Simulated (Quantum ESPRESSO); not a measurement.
# CaO(001): a series in the number of layers, part 8 of 12

What law, if any, do the results for CaO(001) follow against the number of layers?

Quantum ESPRESSO 7.5; plane-wave DFT, PBE, GBRV ultrasoft pseudopotentials.

So far. Step 11 (Potential by pp.x, 3 layers): The slope in the vacuum is 0.100 eV/Å for an applied 0.10 V/Å, as it should be. Step 13 (Relaxation with pw.x, 4 layers): The relaxation lowers the energy by 2 meV an atom.

### 15. Self-consistent run, 4 layers: field 0.1 V/Å

File m1.f1.in:

```
&control
  prefix = 'm1.f1'
  outdir = './out'
  pseudo_dir = './pseudo'
  calculation = 'scf'
  tprnfor = .true.
  tefield = .true.
  dipfield = .true.
/
&system
  ibrav = 0
  nat = 8
  ntyp = 2
  ecutwfc = 40
  ecutrho = 200
  occupations = 'fixed'
  edir = 3
  emaxpos = 0.97
  eopreg = 0.04
  eamp = 0.00194469
  nbnd = 36
/
&electrons
  conv_thr = 1e-09
  mixing_beta = 0.4
  electron_maxstep = 120
  mixing_mode = 'plain'
  startingpot = 'file'
/
ATOMIC_SPECIES
  Ca  40.0780  ca_pbe_v1.uspp.F.UPF
  O   15.9990  o_pbe_v1.2.uspp.F.UPF
CELL_PARAMETERS angstrom
  3.41506535100000 0.00000000000000 0.00000000000000
  0.00000000000000 3.41506535100000 0.00000000000000
  0.00000000000000 0.00000000000000 23.21013628849586
ATOMIC_POSITIONS crystal
  Ca  0.000000000000 0.000000000000 0.345395664800
  O   0.500000000000 0.500000000000 0.346198978000
  Ca  0.500000000000 0.500000000000 0.447849408200
  O   0.000000000000 0.000000000000 0.447305508500
  Ca  0.000000000000 0.000000000000 0.552150591800
  O   0.500000000000 0.500000000000 0.552694491500
  Ca  0.500000000000 0.500000000000 0.654604335200
  O   0.000000000000 0.000000000000 0.653801022000
K_POINTS automatic
  4 4 1 0 0 0
```

Launch:

```sh
$ cp -r out/m1.f0.save out/m1.f1.save
$ OMP_NUM_THREADS=1 mpirun -n 4 pw.x -nk 1 -in m1.f1.in > m1.f1.out
```

What it wrote:

```text
[banner, memory and clock lines left out]
Program PWSCF v.7.5 starts
[...]
number of electrons       =        64.00
     number of Kohn-Sham states=           36
     kinetic-energy cutoff     =      40.0000  Ry
     charge density cutoff     =     200.0000  Ry
[...]
number of k points=    10
[...]
Dense  grid:    87429 G-vectors     FFT dimensions: (  30,  30, 200)
[...]
The initial density is read from file :
[...]
negative rho (up, down):  2.752E-04 0.000E+00
[...]
Starting wfcs are   56 randomized atomic wfcs
[...]
negative rho (up, down):  2.735E-04 0.000E+00
[...]
estimated scf accuracy    <       0.00221389 Ry
[...]
negative rho (up, down):  2.740E-04 0.000E+00
[...]
estimated scf accuracy    <       0.00069105 Ry
[...]
negative rho (up, down):  2.742E-04 0.000E+00
[...]
estimated scf accuracy    <       0.00001238 Ry
[...]
negative rho (up, down):  2.743E-04 0.000E+00
[...]
estimated scf accuracy    <       0.00000236 Ry
[...]
negative rho (up, down):  2.744E-04 0.000E+00
[...]
estimated scf accuracy    <       0.00000017 Ry
[...]
negative rho (up, down):  2.745E-04 0.000E+00
[...]
estimated scf accuracy    <       0.00000007 Ry
[...]
negative rho (up, down):  2.745E-04 0.000E+00
[...]
estimated scf accuracy    <       0.00000001 Ry
[...]
negative rho (up, down):  2.746E-04 0.000E+00
[...]
estimated scf accuracy    <          3.7E-09 Ry
[...]
negative rho (up, down):  2.746E-04 0.000E+00
[...]
estimated scf accuracy    <          1.1E-09 Ry
[...]
negative rho (up, down):  2.746E-04 0.000E+00
[...]
Computed dipole along edir(3) :
        Dipole                0.0981 Ry au,          0.2494 Debye
        Dipole field          0.0007 Ry au,
        E field amplitude [Ha a.u.]:  1.9447E-03
        Potential amp.        0.1069 Ry
        Total length         42.1064 bohr
[...]
highest occupied, lowest unoccupied level (ev):     0.9358    3.5692
!    total energy              =    -429.98604601 Ry
     estimated scf accuracy    <          9.9E-11 Ry
[...]
one-electron contribution =   -3329.56018024 Ry
     hartree contribution      =    1679.71561314 Ry
     xc contribution           =     -77.40908851 Ry
     ewald contribution        =    1297.26792497 Ry
     electric field correction =      -0.00031538 Ry
     convergence has been achieved in  10 iterations
     negative rho (up, down):  2.746E-04 0.000E+00
[...]
Total force =     0.006331     Total SCF correction =     0.000060
[...]
```

Elapsed: 19 s, on 4 MPI ranks of Arm Neoverse V1, shared host; peak memory 0.42 GiB.

Numbers from this step:

| Item | Value |
| --- | --- |
| free energy | -5850.2582 eV |
| dipole along the normal | 0.05192 e·Å |
| valence top, on the run's zero | 0.9358 eV |
| conduction bottom, on the run's zero | 3.569 eV |
| gap by band count | 2.633 eV |

### 16. Relaxing the ions, 4 layers: field 0.1 V/Å

m1.r1.in is the input of step 15 with these lines changed:

```diff
@@ -1,9 +1,11 @@
 &control
-  prefix = 'm1.f1'
+  prefix = 'm1.r1'
   outdir = './out'
   pseudo_dir = './pseudo'
-  calculation = 'scf'
-  tprnfor = .true.
+  nstep = 90
+  forc_conv_thr = 6e-05
+  calculation = 'relax'
   tefield = .true.
   dipfield = .true.
+  etot_conv_thr = 1e-07
 /
@@ -20,10 +22,9 @@
   eamp = 0.00194469
-  nbnd = 36
 /
 &electrons
-  conv_thr = 1e-09
+  conv_thr = 1e-10
   mixing_beta = 0.4
   electron_maxstep = 120
-  mixing_mode = 'plain'
-  startingpot = 'file'
+/
+&ions
 /
```

Launch:

```sh
$ OMP_NUM_THREADS=1 mpirun -n 4 pw.x -nk 1 -in m1.r1.in > m1.r1.out
```

What it wrote:

```text
[banner, memory and clock lines left out]
Program PWSCF v.7.5 starts
[...]
number of electrons       =        64.00
     number of Kohn-Sham states=           32
     kinetic-energy cutoff     =      40.0000  Ry
     charge density cutoff     =     200.0000  Ry
[...]
number of k points=    10
[...]
Dense  grid:    87429 G-vectors     FFT dimensions: (  30,  30, 200)
[...]
negative rho (up, down):  1.415E-04 0.000E+00
[...]
Starting wfcs are   56 randomized atomic wfcs
[...]
negative rho (up, down):  1.293E-04 0.000E+00
[...]
estimated scf accuracy    <       2.54645343 Ry
[...]
negative rho (up, down):  1.699E-04 0.000E+00
[...]
estimated scf accuracy    <       0.46394108 Ry
[...]
negative rho (up, down):  2.733E-04 0.000E+00
[...]
estimated scf accuracy    <       0.05481820 Ry
[...]
negative rho (up, down):  2.750E-04 0.000E+00
[...]
estimated scf accuracy    <       0.08799763 Ry
[...]
negative rho (up, down):  2.669E-04 0.000E+00
[...]
estimated scf accuracy    <       0.00904479 Ry
[...]
negative rho (up, down):  2.717E-04 0.000E+00
[...]
estimated scf accuracy    <       0.00597733 Ry
[...]
negative rho (up, down):  2.718E-04 0.000E+00
[...]
estimated scf accuracy    <       0.00006500 Ry
[...]
negative rho (up, down):  2.736E-04 0.000E+00
[...]
estimated scf accuracy    <       0.00065708 Ry
[...]
negative rho (up, down):  2.731E-04 0.000E+00
[...]
estimated scf accuracy    <       0.00010317 Ry
[...]
negative rho (up, down):  2.738E-04 0.000E+00
[...]
estimated scf accuracy    <       0.00000494 Ry
[...]
negative rho (up, down):  2.741E-04 0.000E+00
[...]
estimated scf accuracy    <       0.00000068 Ry
[...]
negative rho (up, down):  2.743E-04 0.000E+00
[...]
estimated scf accuracy    <       0.00000054 Ry
[...]
negative rho (up, down):  2.744E-04 0.000E+00
[...]
estimated scf accuracy    <       0.00000001 Ry
[...]
negative rho (up, down):  2.745E-04 0.000E+00
[...]
estimated scf accuracy    <       0.00000002 Ry
[...]
negative rho (up, down):  2.745E-04 0.000E+00
[...]
estimated scf accuracy    <          3.9E-10 Ry
[...]
negative rho (up, down):  2.745E-04 0.000E+00
[...]
estimated scf accuracy    <          8.7E-10 Ry
[...]
negative rho (up, down):  2.746E-04 0.000E+00
[...]
highest occupied level (ev):     0.9358
!    total energy              =    -429.98604601 Ry
     estimated scf accuracy    <          3.6E-11 Ry
[...]
one-electron contribution =   -3329.56019061 Ry
     hartree contribution      =    1679.71561666 Ry
     xc contribution           =     -77.40908151 Ry
     ewald contribution        =    1297.26792497 Ry
     electric field correction =      -0.00031553 Ry
     convergence has been achieved in  17 iterations
     negative rho (up, down):  2.746E-04 0.000E+00
[...]
Total force =     0.006321     Total SCF correction =     0.000018
[...]
negative rho (up, down):  2.743E-04 0.000E+00
[...]
negative rho (up, down):  2.744E-04 0.000E+00
[...]
estimated scf accuracy    <       0.00002582 Ry
[...]
negative rho (up, down):  2.745E-04 0.000E+00
[...]
estimated scf accuracy    <       0.00000802 Ry
[...]
negative rho (up, down):  2.746E-04 0.000E+00
[...]
estimated scf accuracy    <       0.00000044 Ry
[...]
negative rho (up, down):  2.746E-04 0.000E+00
[...]
estimated scf accuracy    <       0.00000026 Ry
[...]
negative rho (up, down):  2.747E-04 0.000E+00
[...]
estimated scf accuracy    <       0.00000002 Ry
[...]
negative rho (up, down):  2.747E-04 0.000E+00
[...]
estimated scf accuracy    <       0.00000003 Ry
[...]
negative rho (up, down):  2.747E-04 0.000E+00
[...]
estimated scf accuracy    <          5.1E-10 Ry
[...]
negative rho (up, down):  2.747E-04 0.000E+00
[...]
estimated scf accuracy    <          2.5E-10 Ry
[...]
negative rho (up, down):  2.747E-04 0.000E+00
[...]
highest occupied level (ev):     0.9055
!    total energy              =    -429.98607705 Ry
     estimated scf accuracy    <          4.7E-11 Ry
[...]
one-electron contribution =   -3329.55590160 Ry
     hartree contribution      =    1679.71407268 Ry
     xc contribution           =     -77.40910447 Ry
     ewald contribution        =    1297.26519710 Ry
     electric field correction =      -0.00034077 Ry
     convergence has been achieved in   9 iterations
     negative rho (up, down):  2.747E-04 0.000E+00
[...]
Total force =     0.003525     Total SCF correction =     0.000043
[...]
negative rho (up, down):  2.744E-04 0.000E+00
[...]
negative rho (up, down):  2.745E-04 0.000E+00
[...]
estimated scf accuracy    <       0.00002764 Ry
[...]
negative rho (up, down):  2.746E-04 0.000E+00
[...]
estimated scf accuracy    <       0.00000855 Ry
[...]
negative rho (up, down):  2.747E-04 0.000E+00
[...]
estimated scf accuracy    <       0.00000046 Ry
[...]
negative rho (up, down):  2.747E-04 0.000E+00
[...]
estimated scf accuracy    <       0.00000025 Ry
[...]
negative rho (up, down):  2.748E-04 0.000E+00
[...]
estimated scf accuracy    <       0.00000002 Ry
[...]
negative rho (up, down):  2.748E-04 0.000E+00
[...]
estimated scf accuracy    <       0.00000003 Ry
[...]
negative rho (up, down):  2.748E-04 0.000E+00
[...]
estimated scf accuracy    <          8.5E-10 Ry
[...]
negative rho (up, down):  2.748E-04 0.000E+00
[...]
estimated scf accuracy    <          2.3E-10 Ry
[...]
negative rho (up, down):  2.748E-04 0.000E+00
[...]
estimated scf accuracy    <          8.3E-11 Ry
[...]
negative rho (up, down):  2.748E-04 0.000E+00
[...]
highest occupied level (ev):     0.8806
!    total energy              =    -429.98609100 Ry
     estimated scf accuracy    <          1.5E-11 Ry
[...]
one-electron contribution =   -3329.54816902 Ry
     hartree contribution      =    1679.71079688 Ry
     xc contribution           =     -77.40912125 Ry
     ewald contribution        =    1297.26076831 Ry
     electric field correction =      -0.00036592 Ry
     convergence has been achieved in  10 iterations
     negative rho (up, down):  2.748E-04 0.000E+00
[...]
Total force =     0.000853     Total SCF correction =     0.000021
[...]
negative rho (up, down):  2.747E-04 0.000E+00
[...]
negative rho (up, down):  2.747E-04 0.000E+00
[...]
estimated scf accuracy    <       0.00000130 Ry
[...]
negative rho (up, down):  2.748E-04 0.000E+00
[...]
estimated scf accuracy    <       0.00000035 Ry
[...]
negative rho (up, down):  2.748E-04 0.000E+00
[...]
estimated scf accuracy    <       0.00000002 Ry
[...]
negative rho (up, down):  2.748E-04 0.000E+00
[...]
estimated scf accuracy    <       0.00000002 Ry
[...]
negative rho (up, down):  2.748E-04 0.000E+00
[...]
estimated scf accuracy    <          9.0E-10 Ry
[...]
negative rho (up, down):  2.748E-04 0.000E+00
[...]
estimated scf accuracy    <          2.8E-09 Ry
[...]
negative rho (up, down):  2.748E-04 0.000E+00
[...]
estimated scf accuracy    <          8.2E-12 Ry
[...]
negative rho (up, down):  2.748E-04 0.000E+00
[...]
highest occupied level (ev):     0.8776
!    total energy              =    -429.98609186 Ry
     estimated scf accuracy    <          3.7E-12 Ry
[...]
one-electron contribution =   -3329.54047077 Ry
     hartree contribution      =    1679.70712454 Ry
     xc contribution           =     -77.40911779 Ry
     ewald contribution        =    1297.25674375 Ry
     electric field correction =      -0.00037160 Ry
     convergence has been achieved in   8 iterations
     negative rho (up, down):  2.748E-04 0.000E+00
[...]
Total force =     0.000475     Total SCF correction =     0.000012
[...]
negative rho (up, down):  2.748E-04 0.000E+00
[...]
negative rho (up, down):  2.748E-04 0.000E+00
[...]
estimated scf accuracy    <       0.00000007 Ry
[...]
negative rho (up, down):  2.748E-04 0.000E+00
[...]
estimated scf accuracy    <          8.5E-09 Ry
[...]
negative rho (up, down):  2.748E-04 0.000E+00
[...]
estimated scf accuracy    <          1.5E-09 Ry
[...]
negative rho (up, down):  2.748E-04 0.000E+00
[...]
estimated scf accuracy    <          2.3E-10 Ry
[...]
negative rho (up, down):  2.749E-04 0.000E+00
[...]
estimated scf accuracy    <          3.9E-11 Ry
[...]
negative rho (up, down):  2.749E-04 0.000E+00
[...]
estimated scf accuracy    <          4.6E-12 Ry
[...]
negative rho (up, down):  2.749E-04 0.000E+00
[...]
highest occupied level (ev):     0.8775
!    total energy              =    -429.98609211 Ry
     estimated scf accuracy    <          4.3E-13 Ry
[...]
one-electron contribution =   -3329.53194687 Ry
     hartree contribution      =    1679.70293967 Ry
     xc contribution           =     -77.40910826 Ry
     ewald contribution        =    1297.25239603 Ry
     electric field correction =      -0.00037268 Ry
     convergence has been achieved in   7 iterations
     negative rho (up, down):  2.749E-04 0.000E+00
[...]
Total force =     0.000303     Total SCF correction =     0.000003
[...]
negative rho (up, down):  2.748E-04 0.000E+00
[...]
negative rho (up, down):  2.748E-04 0.000E+00
[...]
estimated scf accuracy    <       0.00000010 Ry
[...]
negative rho (up, down):  2.748E-04 0.000E+00
[...]
estimated scf accuracy    <       0.00000002 Ry
[...]
negative rho (up, down):  2.748E-04 0.000E+00
[...]
estimated scf accuracy    <          1.7E-09 Ry
[...]
negative rho (up, down):  2.749E-04 0.000E+00
[...]
estimated scf accuracy    <          3.3E-10 Ry
[...]
negative rho (up, down):  2.749E-04 0.000E+00
[...]
estimated scf accuracy    <          4.0E-11 Ry
[...]
negative rho (up, down):  2.749E-04 0.000E+00
[...]
estimated scf accuracy    <          4.4E-12 Ry
[...]
negative rho (up, down):  2.749E-04 0.000E+00
[...]
highest occupied level (ev):     0.8782
!    total energy              =    -429.98609223 Ry
     estimated scf accuracy    <          8.1E-13 Ry
[...]
one-electron contribution =   -3329.51952029 Ry
     hartree contribution      =    1679.69677634 Ry
     xc contribution           =     -77.40909305 Ry
     ewald contribution        =    1297.24611724 Ry
     electric field correction =      -0.00037247 Ry
     convergence has been achieved in   7 iterations
     negative rho (up, down):  2.749E-04 0.000E+00
[...]
Total force =     0.000084     Total SCF correction =     0.000003
[...]
negative rho (up, down):  2.749E-04 0.000E+00
[...]
negative rho (up, down):  2.749E-04 0.000E+00
[...]
estimated scf accuracy    <          3.8E-09 Ry
[...]
negative rho (up, down):  2.749E-04 0.000E+00
[...]
estimated scf accuracy    <          8.8E-10 Ry
[...]
negative rho (up, down):  2.749E-04 0.000E+00
[...]
estimated scf accuracy    <          6.0E-11 Ry
[...]
negative rho (up, down):  2.749E-04 0.000E+00
[...]
estimated scf accuracy    <          2.6E-11 Ry
[...]
negative rho (up, down):  2.749E-04 0.000E+00
[...]
Computed dipole along edir(3) :
        Dipole                0.1220 Ry au,          0.3102 Debye
        Dipole field          0.0008 Ry au,
        E field amplitude [Ha a.u.]:  1.9447E-03
        Potential amp.        0.0931 Ry
        Total length         42.1064 bohr
[...]
highest occupied level (ev):     0.8784
!    total energy              =    -429.98609223 Ry
     estimated scf accuracy    <          6.6E-13 Ry
[...]
one-electron contribution =   -3329.51550521 Ry
     hartree contribution      =    1679.69476449 Ry
     xc contribution           =     -77.40908901 Ry
     ewald contribution        =    1297.24410973 Ry
     electric field correction =      -0.00037222 Ry
     convergence has been achieved in   5 iterations
     negative rho (up, down):  2.749E-04 0.000E+00
[...]
Total force =     0.000055     Total SCF correction =     0.000002
[...]
```

Elapsed: 99 s, on 4 MPI ranks; peak memory 0.64 GiB; 6.6 min of CPU time.

No atom moved by 0.005 Å in the relaxation.

Numbers from this step:

* free energy: -5850.2588 eV
* dipole along the normal: 0.06458 e·Å
* valence top, on the run's zero: 0.8784 eV

[end of part 8 of 12]

[Logs are printed without paths, hosts, clocks, repeated set-up lines and the standing remarks that a program may print on its own settings, such as how far it seeks lower states.]

[Hosts, paths, dates, database ids (printed as entryN), source tags and the programs' standing remarks are cut or masked in the printed files.]

[Maps of the electrostatic potential energy from Ansatz leave out the sawtooth potential of an applied field or a dipole correction, so their vacuum need not be flat; planar profiles and work functions include it.]
